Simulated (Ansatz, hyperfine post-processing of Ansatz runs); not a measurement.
# Hyperfine shifts in Na2LiCrF6 from spin-polarised DFT, part 2 of 2

Aim: the shifts that the unpaired electrons of Cr give to the NMR lines of 7Li, 23Na and 19F in Na2LiCrF6 at 320 K.

DFT, PBE+U, plane-wave PAW, default files, collinear spin, scalar-relativistic.

So far. Step 2 (All moments parallel): Spin density in the ac plane at fractional y = 0.245, with atoms of Na and F within 0.2 Å of it.

## Step 3: Spin flips

Above the ordering point the moments are not free: their couplings set the Weiss constant, which scales every shift. Reversing one ion measures these couplings, and shows at once how much of each shift that ion sends.

Contents of input.yaml:

```yaml
crystal:
  lattice:
    - [0.0, 7.82445344, 7.82445344]
    - [3.91222672, 0.0, 3.91222672]
    - [3.91222672, 3.91222672, 0.0]
  atoms:
    - { symbol: Cr, position: [0.0, 0.0, 0.0], spin: -2.4 }
    - { symbol: Cr, position: [0.5, 0.0, 0.0], spin: 2.4 }
    - { symbol: Na, position: [0.3750007603, 0.7499994931, 0.7499994931] }
    - { symbol: Na, position: [0.8750007603, 0.7499994931, 0.7499994931] }
    - { symbol: Na, position: [0.1249992397, 0.2500005069, 0.2500005069] }
    - { symbol: Na, position: [0.6249992397, 0.2500005069, 0.2500005069] }
    - { symbol: F, position: [0.3772721909, 0.2454561961, 0.2454561961] }
    - { symbol: F, position: [0.8772721909, 0.2454561961, 0.2454561961] }
    - { symbol: F, position: [0.3772721909, 0.2454561961, 0.754543226] }
    - { symbol: F, position: [0.8772721909, 0.2454561961, 0.754543226] }
    - { symbol: F, position: [0.1227278091, 0.7545438039, 0.245456774] }
    - { symbol: F, position: [0.6227278091, 0.7545438039, 0.245456774] }
    - { symbol: F, position: [0.3772721909, 0.754543226, 0.2454561961] }
    - { symbol: F, position: [0.8772721909, 0.754543226, 0.2454561961] }
    - { symbol: F, position: [0.1227278091, 0.7545438039, 0.7545438039] }
    - { symbol: F, position: [0.6227278091, 0.7545438039, 0.7545438039] }
    - { symbol: F, position: [0.1227278091, 0.245456774, 0.7545438039] }
    - { symbol: F, position: [0.6227278091, 0.245456774, 0.7545438039] }
    - { symbol: Li, position: [0.25, 0.5, 0.5] }
    - { symbol: Li, position: [0.75, 0.5, 0.5] }
magnetization:
  spin_polarized: true
kpoints:
  mp_grid: { grid: [5, 5, 5] }
scf:
  lower_state_search: "off"
  occupations: { method: fermi_dirac, width: 0.02 }
hamiltonian:
  xc: pbe
  hubbard: [{ species: Cr, l: d, u_eff: 3.7 }]
output:
  efg:
    contact_densities: true
    quadrupole_moments_barn: { Cr: -0.15, Na: 0.104, Li: -0.0401 }
  forces: false
```

The run is started by

```bash
$ ansatz run input.yaml --threads 8 --pin off --max-ram 16384MiB --backend cpu --events-out ev --progress --plain --runs-dir out
```

The program printed:

```text
[a pick of lines, long numbers rounded; other set-up, energy and force rows are left out]
[...]
atom   1  Cr V_zz =    +0.005135   η = 0.0000   by run symmetry: allowed   C_q = -0.0186 MHz
[...]
atom   2  Cr V_zz =    +0.004082   η = 0.0000   by run symmetry: allowed   C_q = -0.0148 MHz
[...]
atom   3  Na V_zz =    +0.000039   η = 0.0000   by run symmetry: allowed   C_q = +0.0001 MHz
[...]
atom   4  Na V_zz =    +0.000125   η = 0.0000   by run symmetry: allowed   C_q = +0.0003 MHz
[...]
atom   5  Na V_zz =    +0.000125   η = 0.0000   by run symmetry: allowed   C_q = +0.0003 MHz
[...]
atom   6  Na V_zz =    +0.000039   η = 0.0000   by run symmetry: allowed   C_q = +0.0001 MHz
[...]
atom   7  F  V_zz =    +7.952844   η = 0.0001   by run symmetry: allowed
[...]
atom   8  F  V_zz =    +7.952771   η = 0.0001   by run symmetry: allowed
[...]
atom   9  F  V_zz =    +7.952844   η = 0.0001   by run symmetry: allowed
[...]
atom  10  F  V_zz =    +7.952771   η = 0.0001   by run symmetry: allowed
[...]
atom  11  F  V_zz =    +7.952771   η = 0.0001   by run symmetry: allowed
[...]
atom  12  F  V_zz =    +7.952844   η = 0.0001   by run symmetry: allowed
[...]
atom  13  F  V_zz =    +7.952844   η = 0.0001   by run symmetry: allowed
[...]
atom  14  F  V_zz =    +7.952771   η = 0.0001   by run symmetry: allowed
[...]
atom  15  F  V_zz =    +7.952771   η = 0.0001   by run symmetry: allowed
[...]
atom  16  F  V_zz =    +7.952844   η = 0.0001   by run symmetry: allowed
[...]
atom  17  F  V_zz =    +7.952771   η = 0.0001   by run symmetry: allowed
[...]
atom  18  F  V_zz =    +7.952844   η = 0.0001   by run symmetry: allowed
[...]
atom  19  Li V_zz =    +0.000049   η = 0.0000   by run symmetry: allowed   C_q = -0.0000 MHz
[...]
atom  20  Li V_zz =    +0.000049   η = 0.0000   by run symmetry: allowed   C_q = -0.0000 MHz
[...]
Occupation matrices written to <dir>
```

The job ended after 17 s (8 threads of Arm Neoverse V1, shared host; peak memory 1.8 GiB).

The parallel state has -22829.2416 eV at zero smearing. Each flip reverses one ion with all its periodic images. It gives an energy and, by half the change of the contact field, the share of that set of ions in each shift at 320 K (ppm; atoms of one site can get unlike shares):

```tsv
atom reversed	energy (eV)	change (meV)	Li	Na	F
Cr1	-22829.2422	-0.6	-191	32 / 93	-326 / 67
```

In mean-field theory Θ = ΔE (S + 1) / (6 S k_B): Θ = -2 K. Couplings between an ion and its own images are missing, and in this cell images lie no farther than 1.2 times the shortest distance between magnetic ions, so couplings that may matter are lost and this Θ is not relied on. Θ = 0 is used for the shifts.

## Step 4: Cost against result

Spin transfer to the ligands hangs on how far the functional delocalises the open shell, so other levels show how much the fields depend on it.

Contact fields (T) with all moments parallel; times on 8 threads of Arm Neoverse V1, shared host.

```tsv
level	moment (μB)	time	Li	Na	F
PBE +U Cr 3.7 eV	6.00	13 s	-0.110	0.0356	-0.0741
PBE	6.00	10 s	-0.102	0.0181	0.147
PBE +U Cr 4.5 eV	6.00	17 s	-0.111	0.0415	-0.123
```

## Step 5: From fields to shifts

The shift is δ = B · g μB (S + 1) / (3 k_B (T − Θ)) with g = 2; at 320 K and Θ = 0 K one tesla gives 3499 ppm. The anisotropy is a sum over point dipoles on the Cr ions, scaled alike; on atoms bound to Cr, spin in their own p shell adds an anisotropy that this leaves out.

```tsv
site	nucleus	δ_iso (ppm)	reduced anisotropy (ppm)	asymmetry
Li	7Li	-384	0.0	0.00
Na	23Na	124	0.0	0.00
F	19F	-259	2600	0.00
```

The reduced anisotropy is δ_zz − δ_iso, with zz the principal value farthest from δ_iso. The Weiss constant adds its own doubt: exchange couplings from semilocal functionals with a U can miss even their sign, and a Θ lower by 100 K would lower every shift by 24 %.

19F MAS at 7.05 T (282.5 MHz), 20 kHz, 320 K; contact and dipolar shift alone, no orbital or quadrupolar part; the isotropic lines and the strongest sidebands, 30 of 61 lines. Lines of the NMR spectrum (strongest = 100):

```tsv
position (ppm)	label	intensity
-1604.0	F -19	31
-1533.3	F -18	68
-1462.5	F -17	100
-1391.7	F -16	93
-1320.9	F -15	78
-1250.1	F -14	63
-1179.3	F -13	35
-1108.5	F -12	27
-1037.8	F -11	21
-967.0	F -10	33
-896.2	F -9	38
-825.4	F -8	41
-754.6	F -7	27
-683.8	F -6	22
-613.0	F -5	20
-542.3	F -4	32
-471.5	F -3	29
-400.7	F -2	23
-329.9	F -1	19
-259.1	F centre	22
-188.3	F +1	29
-117.6	F +2	19
24.0	F +4	25
94.8	F +5	21
236.4	F +7	20
307.2	F +8	21
448.7	F +10	19
519.5	F +11	20
661.1	F +13	20
873.4	F +16	22
```

## Step 6: Summary of results

```
spin of Cr                                   : 1.50
Weiss constant, mean field (rough, not used) : -2 K
7Li contact shift at 320 K, Θ = 0 K          : -384 ppm
23Na contact shift at 320 K, Θ = 0 K         : 124 ppm
19F contact shift at 320 K, Θ = 0 K          : -259 ppm
```

**Reading.** At 320 K the Cr moments shift 7Li on Li by -384 ppm, 23Na on Na by 124 ppm and 19F on F by -259 ppm, scaled with a pure Curie law. No measured Weiss constant is at hand, and the one from single flips is too rough to scale with, so the shifts are given for a pure Curie law; each 30 K of Θ would move them by about 9 %. Over the levels shown that keep the moment, the field at Li runs from -0.111 T (PBE +U Cr 4.5 eV) to -0.102 T (PBE); among the sites in the table it changes sign at F. On F the levels differ even in sign, so neither size nor sign of that shift is settled. 1 further run of this session (trial settings, or flips that did not finish) is not shown. The shift of Li is negative: the spin density at the nucleus is opposite to the Cr moments, the mark of spin polarisation outweighing delocalisation. All this holds only well above the ordering temperature and the strongest exchange, neither of which is computed. The orbital (chemical) shift and the pseudocontact shift from g anisotropy are not included. For anions bound to the magnetic ion the point-dipole anisotropy lacks the spin in their own p orbitals, and their lines are broad and relax fast. On F total and valence fields differ by over a quarter of the total (by up to 1.2 times the total); that core part hangs on the functional and on the program's treatment of the cores, and where it exceeds the total neither size nor sign of the shift is settled. The dipole sum is for a spherical crystallite; bulk susceptibility, which broadens real lines, and quadrupolar couplings are left out.

[Logs are printed without paths, hosts, clocks, repeated set-up lines and the standing remarks that a program may print on its own settings, such as how far it seeks lower states.]

[Hosts, paths, dates, database ids (printed as entryN), source tags and the programs' standing remarks are cut or masked in the printed files.]
